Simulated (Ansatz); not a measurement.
# Localised basis functions on glassy 68P2O5-32BaO (mol %) (151 atoms)

Wanted: errors and times of a linear-scaling basis for glassy 68P2O5-32BaO (mol %) (151 atoms). A setting counts as converged where the r.m.s. difference of forces stays under 1 % of the r.m.s. force.

Main program and level: Ansatz 0.2.0; Kohn-Sham DFT, PBE, PAW (set soft_2), plane waves.

## Step 1: The structure

The cell holds 151 atoms: 38 P, 9 Ba and 104 O. Its edges and angles: a = 12.995 Å, b = 12.995 Å, c = 12.995 Å, α = 90.0°, β = 90.0°, γ = 90.0°. 151 atoms (38 P, 9 Ba, 104 O) placed at random at 3.01 g/cm³, melted at 4000 K for 10 ps at fixed volume with the Morse and Coulomb pair potential with partial charges (Pedone, Malavasi, Menziani, Cormack and Segre, J. Phys. Chem. B 110, 11780 (2006)). Quenched from 4000 K to 300 K at 50 K/ps and fixed volume, held 10 ps at zero pressure.

Limits known from the start: The quench rate of 50 K/ps far exceeds what a furnace or splat quench reaches, so expect more defects and frozen-in strain than in a real sample. The network of bonds at the start is that of the classical potential that made the cell, and needn't be the one that DFT or experiment would give. The Brillouin zone is sampled at Γ only, in a cell whose shortest periodic width is 13 Å. No spin–orbit coupling is included, so levels derived from the heavy atoms are approximate.

## Step 2: Plane-wave single point

The first run fixes the reference, at a cutoff of 420 eV.

input.yaml

```yaml
crystal:
  lattice:
    - [12.99546, 0.0, 0.0]
    - [0.0, 12.99546, 0.0]
    - [0.0, 0.0, 12.99546]
  atoms:
    - { symbol: P, position: [0.57556, 0.23735, 0.92724] }
    - { symbol: P, position: [0.90052, 0.33146, 0.71678] }
    - { symbol: P, position: [0.52956, 0.84436, 0.15878] }
    - { symbol: P, position: [0.91416, 0.85285, 0.03333] }
    - { symbol: P, position: [0.87978, 0.39511, 0.10196] }
    - { symbol: P, position: [0.21746, 0.31329, 0.81279] }
    - { symbol: P, position: [0.34512, 0.39932, 0.19159] }
    - { symbol: P, position: [0.69928, 0.75754, 0.02759] }
    - { symbol: P, position: [0.35566, 0.10742, 0.16165] }
    - { symbol: P, position: [0.07477, 0.49808, 0.73439] }
    - { symbol: P, position: [0.01788, 0.83503, 0.82065] }
    - { symbol: P, position: [0.17164, 0.47204, 0.50117] }
    - { symbol: P, position: [0.77535, 0.01818, 0.79288] }
    - { symbol: P, position: [0.82095, 0.66544, 0.322] }
    - { symbol: P, position: [0.39079, 0.44288, 0.57328] }
    - { symbol: P, position: [0.24021, 0.94211, 0.05021] }
    - { symbol: P, position: [0.12916, 0.94439, 0.33732] }
    - { symbol: P, position: [0.58767, 0.88063, 0.85662] }
    - { symbol: P, position: [0.46805, 0.75123, 0.3708] }
    - { symbol: P, position: [0.77151, 0.88737, 0.3755] }
    - { symbol: P, position: [0.37405, 0.9625, 0.84899] }
    - { symbol: P, position: [0.68115, 0.40451, 0.80263] }
    - { symbol: P, position: [0.82876, 0.24006, 0.42218] }
    - { symbol: P, position: [0.84641, 0.47151, 0.46243] }
    - { symbol: P, position: [0.68938, 0.51687, 0.0136] }
    - { symbol: P, position: [0.70815, 0.70044, 0.64093] }
    - { symbol: P, position: [0.02345, 0.52947, 0.97896] }
    - { symbol: P, position: [0.56739, 0.94559, 0.49126] }
    - { symbol: P, position: [0.06693, 0.25982, 0.45547] }
    - { symbol: P, position: [0.94825, 0.69126, 0.64492] }
    - { symbol: P, position: [0.39879, 0.86846, 0.62925] }
    - { symbol: P, position: [0.5734, 0.56725, 0.4844] }
    [... 113 atom lines left out ...]
    - { symbol: O, position: [0.96186, 0.45674, 0.44464] }
    - { symbol: O, position: [0.15328, 0.40852, 0.77966] }
    - { symbol: O, position: [0.50211, 0.79218, 0.26611] }
    - { symbol: O, position: [0.24953, 0.14727, 0.20893] }
    - { symbol: O, position: [0.60944, 0.45188, 0.72775] }
    - { symbol: O, position: [0.65378, 0.20676, 0.63613] }
kpoints:
  mp_grid: { grid: [1, 1, 1] }
hamiltonian:
  xc: pbe
scf:
  occupations: { method: fermi_dirac, width: 0.05 }
output:
  forces: true
  stress: true
  populations: true
  dos:
    method: { smearing: { sigma: 0.08 } }
    de: 0.1
    projected: { site_lists: { Ba: [Ba], O: [O], P: [P] } }
  eigenvalues: true
  write_density: true
  write_potential: true
  volumetric_format: npy
  elf: true
```

Command:

```bash
> ansatz run input.yaml --threads 8 --pin off --max-ram 15872MiB --backend cpu --events-out ev --progress --plain --runs-dir out
```

Numbers of over 12 decimals in the logs are rounded to 6 here.

The program printed:

```text
Engine: ansatz 0.2.0, aarch64-unknown-linux-gnu
Pseudopotentials: kind: paw
Pseudopotential: P, paw, valence charge 5, recommended cutoff 420 eV (normal), P.paw.azcp
Pseudopotential: Ba, paw, valence charge 10, recommended cutoff 420 eV (normal), Ba.paw.azcp
Pseudopotential: O, paw, valence charge 6, recommended cutoff 420 eV (normal), O.paw.azcp
[... 5 lines on functional and potentials left out ...]
Crystal: 151 atoms, lattice volume = 2194.699 Å³
Basis set: ecut = 420 eV, 42931 PW (Γ), exchange–correlation on 180×180×180 points (8 copies of the dense FFT grid, shifted against one another)
Bands: 603, of which v1, the nominal top of the filled ones, is band 452 counted from 1 (451 counted from 0)
Symmetry: 1 space group operations
Space group: P1 (ITA 1), of the structure as read, at distance tolerance 1.3e-4 Å
k-points: 1
[... 7 lines on functional and potentials left out ...]
Initial density: superposition of atomic densities (neutral atoms: chi_scale 0, normalization atom), corrected by the library's trained network
Initial wavefunctions: pseudopotential atomic-orbital guess
Functional: x = pbe(κ = 0.804, μ = 0.219515), c = pbe(β = 0.066725)
SCF iter   1: F=—  HF=-141323.692167 eV  |F-HF|=—  |Δ(HF+E_count)|=         —  Δρ=4.76e-3  dr2=7.91e-1  ethr=1.77e-3  ⟨swp⟩=8.0  Hψ=3426  notcnv=0  defer=129
preconditioner: auto → Resta (q_TF=auto, 2.353 Å⁻¹)  ε∞=3.2  [insulator: Δε(μ)=2.499 eV  Ē_g=15.924 eV  σ=0.050 eV  W_gap=1.00  n_scr=460 (ndim 8)  ℏωp=23.7 eV  f_vac=0.163  D(μ)=0.00/eV (n_scr^D=0)  ε∞_Penn≈3.2]
SCF iter   2: F=—  HF=-141323.520307 eV  |F-HF|=—  |Δ(HF+E_count)|=   1.72e-1  Δρ=2.46e-3  dr2=1.77e-1  ethr=8.75e-5  ⟨swp⟩=3.0  Hψ=1058  notcnv=0  defer=145
SCF iter   3: F=—  HF=-141323.483261 eV  |F-HF|=—  |Δ(HF+E_count)|=   3.70e-2  Δρ=1.09e-3  dr2=5.22e-2  ethr=1.96e-5  ⟨swp⟩=3.0  Hψ=833  notcnv=0  defer=145
SCF iter   4: F=—  HF=-141323.468708 eV  |F-HF|=—  |Δ(HF+E_count)|=   1.46e-2  Δρ=4.76e-4  dr2=5.64e-3  ethr=5.77e-6  ⟨swp⟩=3.0  Hψ=1051  notcnv=0  defer=145
SCF iter   5: F=—  HF=-141323.468036 eV  |F-HF|=—  |Δ(HF+E_count)|=   6.72e-4  Δρ=2.66e-4  dr2=1.33e-3  ethr=6.23e-7  ⟨swp⟩=3.0  Hψ=858  notcnv=0  defer=145
SCF iter   6: F=—  HF=-141323.467940 eV  |F-HF|=—  |Δ(HF+E_count)|=   9.65e-5  Δρ=7.79e-5  dr2=1.17e-4  ethr=1.48e-7  ⟨swp⟩=3.0  Hψ=862  notcnv=0  defer=145
SCF iter   7: F=—  HF=-141323.467998 eV  |F-HF|=—  |Δ(HF+E_count)|=   5.82e-5  Δρ=4.18e-5  dr2=3.24e-5  ethr=1.29e-8  ⟨swp⟩=3.0  Hψ=1096  notcnv=0  defer=145
SCF iter   8: F=—  HF=-141323.468200 eV  |F-HF|=—  |Δ(HF+E_count)|=   2.02e-4  Δρ=1.07e-5  dr2=2.53e-6  ethr=3.58e-9  ⟨swp⟩=3.0  Hψ=927  notcnv=0  defer=145
SCF iter   9: F=—  HF=-141323.468202 eV  |F-HF|=—  |Δ(HF+E_count)|=   1.96e-6  Δρ=5.62e-6  dr2=6.01e-7  ethr=2.80e-10  ⟨swp⟩=3.0  Hψ=900  notcnv=0  defer=145
SCF iter  10: F=—  HF=-141323.468202 eV  |F-HF|=—  |Δ(HF+E_count)|=   1.41e-7  Δρ=2.84e-6  dr2=1.57e-7  ethr=6.65e-11  ⟨swp⟩=3.0  Hψ=971  notcnv=0  defer=145
SCF iter  11: F=-141323.468202 eV  HF=-141323.468202 eV  |F-HF|=9.31e-9  |Δ(HF+E_count)|=   3.33e-8  Δρ=7.62e-7  dr2=1.35e-8  ethr=1.11e-11  ⟨swp⟩=33.0  Hψ=7484  notcnv=0
SCF 1 converged in 11 iterations: F = -141323.468202 eV  dr2 = 1.35e-8
  greatest PAW one-centre occupation: 0.955 electrons in one spin orbital (limit 2), on the Ba atom at site 38 (counted from 0), in its partial waves of l = 0
SCF converged after 11 iterations
Free energy (F): -141323.468202 eV
Harris-Foulkes:  -141323.468202 eV  (|F-HF|=9.31e-9)
Internal energy: -141323.468202 eV  (E = F + TS)
E sigma→0 (E₀):  -141323.468202 eV
Entropy (-TS):   -0.000000 eV (-0.000 meV/atom)
Fermi energy:    5.381282 eV
--- Per-component energies (eV) ---
  E_band       = -4538.588028
  E_kinetic    = 23011.937387
  E_local      = -63321.800172  (includes V_loc(G=0)·N_el)
  E_nonlocal   = 6668.023064
  E_hartree    = 23471.876431
  E_xc         = -11605.979179
  E_vxc        = -13429.238090  (∫ρ·V_xc dr)
  E_paw        = -85177.067318  (= ΣΔE_a)
  E_vpaw       = -4411.527652  (= ΣTr[D̂ρ^β])
  E_aug_tail   = 0.262845  (compensation charges beyond the density's cutoff)
  E_ewald      = -34370.721259
  E_smearing   = -0.000000  (= −TS)
  E_closure    = 0.000000  (closes the sum)
  Σ components = -141323.468202   (vs F -141323.468202, Δ=0.00e0)
--- Forces (eV/Å), atoms counted from 1 ---
  atom   1  P      0.81805513    -1.15583832     1.06512630
  atom   2  P     -1.13211535    -1.31416131    -1.53608599
  atom   3  P     -3.42241310     2.04068978    -1.17651618
  atom   4  P      1.45855312     2.56280003    -0.27897460
  atom   5  P     -1.21896317     0.16053511    -1.32657480
  atom   6  P     -2.42771784    -1.18666748     0.01250651
  atom   7  P      0.51228948     0.42652805     3.19465258
  atom   8  P     -2.67961348    -0.60731002     0.67373170
  atom   9  P     -0.08195163     1.80293971    -1.48441129
  atom  10  P      0.47452995     0.50522274     2.31028599
  atom  11  P      4.12741769    -1.43558617    -1.67944264
  atom  12  P     -1.60146279     0.76047399     3.00418185
  atom  13  P      2.36469929    -0.88991796     5.01613806
  atom  14  P     -2.96799083     1.98741923    -3.47142783
[...]
atom 150  O      0.21758489     0.28459548     0.27938375
  atom 151  O     -0.12323332    -0.04958424    -0.49898860
  max |Σ_I F_I| component: 2.91e-5 eV/Å
--- Stress (GPa, compression-positive) ---
        3.056267      -0.611856       0.354896
       -0.611856       3.389800       0.367444
        0.354894       0.367444       3.251095
  P = ⅓ Tr σ = 3.2324 GPa (32.324 kbar)
--- Band table (eV) ---
  k-point 0: bands = ["-22.8948", "-22.5751", "-21.9590", "-21.8891", [... 587 levels ...], "12.8654", "12.8882", "12.8966", "12.9247", "12.9619", "12.9810", "12.9840", "13.0079", "13.0133", "13.0351", "13.0511", "13.0730"]
--- Löwdin populations: 151 sites ---
  site symbol       q [e]
     0      P      2.8021
     1      P      2.7829
     2      P      2.8027
[...]
150      O      6.8530
  spilling = 0.017939 (of n_electrons = 904.000000)
```

It took 43 s on 8 threads of Arm Neoverse V2, shared host; peak memory 3.5 GiB; 5.6 min of CPU time.

Reading the cycles: dr2 is the Hartree energy of the density residual (eV), the measure of convergence; HF is the Harris–Foulkes estimate of the energy, which meets the free energy F at convergence.

Read from the output:

- free energy: -141323.4682 eV
- free energy per atom: -935.9170 eV/atom
- SCF cycles: 11
- pressure: 3.232 GPa
- r.m.s. force component: 1.517 eV/Å
- longest force: 6.223 eV/Å
- Fermi energy: 5.381 eV
- gap (highest filled to lowest empty level): 1.819 eV
- spilling of the projection: 0.01794

The r.m.s. force component of 1.5 eV/Å sets the scale for the differences below.

## Step 3: Support functions low

With localised support functions most steps grow linearly with size, though the diagonalisation grows faster unless the density matrix is cut; this run measures error and cost at this size.

This step: Kohn-Sham DFT, PBE, PAW (set soft_2), localised support functions (low) (Ansatz 0.2.0).

input.yaml, the sections that differ from step 2:

```yaml
scf:
  occupations: { method: fermi_dirac, width: 0.05 }
  eigensolver: { kind: { support_functions: { accuracy: low } } }
  max_iter: 150
output:
  forces: true
  eigenvalues: true
# crystal, kpoints, hamiltonian: as in step 2
```

The program printed:

```text
Warning: scf.eigensolver.kind.support_functions: disabling space-group detection — the functions' gradient is summed over unrotated k-points, so no spatial operation reduces the k-mesh or symmetrises the density; time reversal is kept, so that k and −k are solved as one point where they differ and the mesh holds both, and exact exchange and, on two spinor components, a DFT+U term hold to it where the run has them: [...]
settings of this run that can trade accuracy for cost: scf.eigensolver.kind.support_functions; scf.eigensolver.kind.support_functions.accuracy: low [...]
[...]
Crystal: 151 atoms, lattice volume = 2194.699 Å³
Basis set: ecut = 420 eV, 42931 PW (Γ), exchange–correlation on 192×192×192 points (8 copies of the dense FFT grid, shifted against one another)
Bands: 543, of which v1, the nominal top of the filled ones, is band 452 counted from 1 (451 counted from 0)
Symmetry: 1 space group operations
k-points: 1
[...]
SCF iter   1: F=—  HF=-141262.514221 eV  |F-HF|=—  |Δ(HF+E_count)|=         —  Δρ=1.11e-1  dr2=3.69e2  ethr=1.00e-1
[...]
SCF iter  12: F=—  HF=-141324.197393 eV  |F-HF|=—  |Δ(HF+E_count)|=   8.82e-3  Δρ=3.34e-5  dr2=3.87e-5  ethr=1.38e-8  κ⁻¹=9.9e-6(r=7)
SCF iter  13: F=-141324.204299 eV  HF=-141324.204300 eV  |F-HF|=9.24e-7  |Δ(HF+E_count)|=   6.91e-3  Δρ=1.52e-5  dr2=8.30e-6  ethr=4.29e-9
SCF 1 converged in 13 iterations: F = -141324.286833 eV  dr2 = 8.30e-6
[...]
SCF converged after 13 iterations
Stability not checked: this state was not tested for a lower state beside it, because the mixer in use, unlike msr1, does not test its closes by its own steps (another_mixer; see scf.mixing.algorithm and scf.lower_state_search)
Free energy (F): -141324.286833 eV
[...]
Internal energy: -141324.286833 eV  (E = F + TS)
E sigma→0 (E₀):  -141324.286833 eV
Entropy (-TS):   -0.000000 eV (-0.000 meV/atom)
Fermi energy:    5.381280 eV
[...]
Σ components = -141324.286833   (vs F -141324.286833, Δ=0.00e0)
--- Forces (eV/Å), atoms counted from 1 ---
  atom   1  P      0.81676541    -1.15536883     1.06665645
  atom   2  P     -1.13180911    -1.31325618    -1.53485638
  atom   3  P     -3.42345064     2.03968038    -1.17395315
  atom   4  P      1.46188590     2.55898953    -0.27858193
[...]
atom 151  O     -0.12311284    -0.04831690    -0.49838315
  max |Σ_I F_I| component: 4.82e-3 eV/Å
--- Band table (eV) ---
[...]
```

Elapsed: 97 s, on 8 threads; peak memory 5.4 GiB; 13 min of CPU time.

The program notes that the band table was not solved further than the SCF left it and it switched symmetry off.

Keys that differ from the reference: support_functions.accuracy = "low" and scf.max_iter = 150.

Forces differ from the reference by 1.2 meV/Å r.m.s., 0.079 % of their size, well within a tolerance of 1 %; the energy by -5.4 meV/atom. It took 97 s and 13 cycles; the reference's time can't be set against it, since the two runs asked for unlike analyses.

## Step 4: Support functions medium

The cell is solved in localised support functions. Besides, the program derives a nominal cutoff of 464 eV for this run, against the reference's 420.

This step: Kohn-Sham DFT, PBE, PAW (set soft_2), localised support functions (medium) (Ansatz 0.2.0).

input.yaml, the sections that differ from step 3:

```yaml
scf:
  occupations: { method: fermi_dirac, width: 0.05 }
  eigensolver: { kind: { support_functions: { accuracy: medium } } }
  max_iter: 150
# crystal, kpoints, hamiltonian, output: as in step 3
```

The program printed:

```text
[...]
Warning: basis.ecutwfc = 464 eV, auto-derived: no grid that the accuracy of the support functions lays serves the files at the lower one that their records recommend; a deck with other species or settings can derive another value
[...]
Crystal: 151 atoms, lattice volume = 2194.699 Å³
Basis set: ecut = 464 eV, 49557 PW (Γ), exchange–correlation on 192×192×192 points (8 copies of the dense FFT grid, shifted against one another)
Bands: 543, of which v1, the nominal top of the filled ones, is band 452 counted from 1 (451 counted from 0)
Symmetry: 1 space group operations
k-points: 1
[...]
SCF iter   1: F=—  HF=-141262.513032 eV  |F-HF|=—  |Δ(HF+E_count)|=         —  Δρ=1.11e-1  dr2=3.69e2  ethr=1.00e-1
[...]
SCF iter  13: F=—  HF=-141324.207305 eV  |F-HF|=—  |Δ(HF+E_count)|=   6.90e-3  Δρ=1.52e-5  dr2=8.29e-6  ethr=4.28e-9  κ⁻¹=8.1e-6(r=7)
SCF iter  14: F=-141324.212912 eV  HF=-141324.212912 eV  |F-HF|=7.03e-7  |Δ(HF+E_count)|=   5.61e-3  Δρ=7.01e-6  dr2=2.03e-6  ethr=9.17e-10
SCF 1 converged in 14 iterations: F = -141324.289860 eV  dr2 = 2.03e-6
[...]
SCF converged after 14 iterations
[...]
Free energy (F): -141324.289860 eV
[...]
Internal energy: -141324.289860 eV  (E = F + TS)
E sigma→0 (E₀):  -141324.289860 eV
Entropy (-TS):   -0.000000 eV (-0.000 meV/atom)
Fermi energy:    5.381572 eV
[...]
Σ components = -141324.289860   (vs F -141324.289860, Δ=0.00e0)
--- Forces (eV/Å), atoms counted from 1 ---
  atom   1  P      0.81699377    -1.15550528     1.06607952
  atom   2  P     -1.13198183    -1.31336931    -1.53586229
  atom   3  P     -3.42324772     2.03985199    -1.17460205
  atom   4  P      1.46142764     2.55890706    -0.27872339
[...]
atom 151  O     -0.12322015    -0.04814411    -0.49839921
  max |Σ_I F_I| component: 3.33e-3 eV/Å
--- Band table (eV) ---
[...]
```

Elapsed: 1.8 min, on 8 threads; peak memory 5.4 GiB.

Keys that differ from the reference: support_functions.accuracy = "medium" and scf.max_iter = 150.

Forces differ from the reference by 1.1 meV/Å r.m.s., 0.071 % of their size, well within a tolerance of 1 %; the energy by -5.4 meV/atom. It took 1.8 min and 14 cycles; the reference's time can't be set against it, since the two runs asked for unlike analyses.

## Step 5: Support functions medium, radius 2.97 Å

The radius confines each support function; a larger one gives more freedom and more work per atom.

input.yaml, the sections that differ from step 4:

```yaml
scf:
  occupations: { method: fermi_dirac, width: 0.05 }
  eigensolver: { kind: { support_functions: { accuracy: medium, radius: 2.97 } } }
  max_iter: 150
# crystal, kpoints, hamiltonian, output: as in step 4
```

The program printed:

```text
Warning: scf.eigensolver.kind.support_functions: disabling space-group detection — the functions' gradient is summed over unrotated k-points, so no spatial operation reduces the k-mesh or symmetrises the density; time reversal is kept, so that k and −k are solved as one point where they differ and the mesh holds both, and exact exchange and, on two spinor components, a DFT+U term hold to it where the run has them: [...]
Warning: basis.ecutwfc = 464 eV, auto-derived: no grid that the accuracy of the support functions lays serves the files at the lower one that their records recommend; a deck with other species or settings can derive another value
settings of this run that can trade accuracy for cost: scf.eigensolver.kind.support_functions [...]
Engine: ansatz 0.2.0, aarch64-unknown-linux-gnu
Pseudopotentials: kind: paw
Pseudopotential: P, paw, valence charge 5, recommended cutoff 420 eV (normal), P.paw.azcp
Pseudopotential: Ba, paw, valence charge 10, recommended cutoff 420 eV (normal), Ba.paw.azcp
Pseudopotential: O, paw, valence charge 6, recommended cutoff 420 eV (normal), O.paw.azcp
[... 5 lines on functional and potentials left out ...]
Error: SCF: the radius of support functions is under 3.53 Å, the least for these sites at the functions' level (scf.eigensolver.kind.support_functions.accuracy). Use scf.eigensolver.kind: auto, or type scf.eigensolver.kind.support_functions.radius at least as long, [...]
```

The job ended after 2.7 s (8 threads; peak memory 0.44 GiB).

The program refuses radii under 3.53 Å for these atoms at this level.

(Continued in part 2 of 2.)

[Logs are printed without paths, hosts, clocks, repeated set-up lines and the standing remarks that a program may print on its own settings, such as how far it seeks lower states.]

[Hosts, paths, dates, database ids (printed as entryN), source tags and the programs' standing remarks are cut or masked in the printed files.]
